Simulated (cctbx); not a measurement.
**Accept or mend?**

Cell a = 4.6600 Å, b = 10.6510 Å, c = 8.1320 Å, α = 90.00°, β = 90.00°, γ = 90.00°; space group Cmcm (no. 63). The compound is GdScIn2.

The data are simulated with cctbx, not measured: Mo Kα, λ = 0.71073 Å, to d = 0.7 Å, 50 % of the full sphere, strongest reflection 40000 counts, noise from counting, a 3 % proportional error and a noise floor of 8 counts (s.d.); no absorption, and some extinction, which the refinements don't model.

An anisotropic refinement with weights 1/σ² prints:

```text
Rint 0.026, 353 unique reflections to 0.70 A
cycle     R1     wR2    GooF  max shift (A)
   1  0.1148  0.2750   8.960   0.01577
   2  0.0131  0.0291   0.947   0.00000
final R1 0.0131 wR2 0.0291 GooF 0.947  parameters 14  data/parameter 25.2
atom        x        y        z      Ueq    occ   su(xyz)  su(Uiso or U11)
Gd1    0.00000  0.06839  0.25000   0.0241  1.000  0.00002  0.0002
In1    0.50000  0.14294  0.55078   0.0220  1.000  0.00003  0.0001
Sc1    0.00000  0.21411  0.75000   0.0227  1.000  0.00012  0.0004
difference map: max 0.73 min -0.96 rms 0.18
Q1    0.0000  0.1928  0.7500    4    0.74  0.23 A from Sc1
Q2    0.0704  0.2623  0.7500    8    0.69  0.61 A from Sc1
Q3    0.0000  0.0358  0.7500    4    0.66  1.11 A from Gd1
Q4    0.1714  0.3255  0.7500    8    0.66  1.43 A from Sc1
Q5    0.1049  0.1188  0.7500    8    0.62  1.13 A from Sc1
Q6    0.0000  0.1416  0.2500    4    0.49  0.78 A from Gd1
```

**Question.** Can this result stand? If not, what is the likely fault?

It can stand. The set-up had a fault (anomalous dispersion left out), but the figures of merit move little: R1 = 0.0131, wR2 = 0.0291, GooF = 0.95 against R1 = 0.0118, wR2 = 0.0262, GooF = 0.85 for the right model.

The compound is GdScIn2. The right model at the same level gives:

```text
Rint 0.026, 353 unique reflections to 0.70 A
cycle     R1     wR2    GooF  max shift (A)
   1  0.1111  0.2725   8.881   0.01611
   2  0.0118  0.0262   0.853   0.00000
final R1 0.0118 wR2 0.0262 GooF 0.853  parameters 14  data/parameter 25.2
atom        x        y        z      Ueq    occ   su(xyz)  su(Uiso or U11)
Gd1    0.00000  0.06839  0.25000   0.0244  1.000  0.00002  0.0002
In1    0.50000  0.14294  0.55078   0.0211  1.000  0.00003  0.0001
Sc1    0.00000  0.21414  0.75000   0.0246  1.000  0.00010  0.0004
difference map: max 0.65 min -0.97 rms 0.16
Q1    0.1810  0.3242  0.7500    8    0.68  1.44 A from Sc1
Q2    0.1085  0.1211  0.7500    8    0.66  1.11 A from Sc1
Q3    0.0871  0.2710  0.7500    8    0.60  0.73 A from Sc1
Q4    0.0878  0.4445  0.2500    8    0.50  1.91 A from In1
Q5    0.1232  0.0944  0.5506   16    0.47  1.83 A from In1
Q6    0.0000  0.0325  0.7500    4    0.46  1.07 A from Gd1
```

The model is made up (kin elements in a known structure type, no relaxation), so it says nothing on whether the phase exists.

[Middle refinement cycles are left out of these outputs.]

[Logs are printed without paths, hosts, clocks, repeated set-up lines and the standing remarks that a program may print on its own settings, such as how far it seeks lower states.]
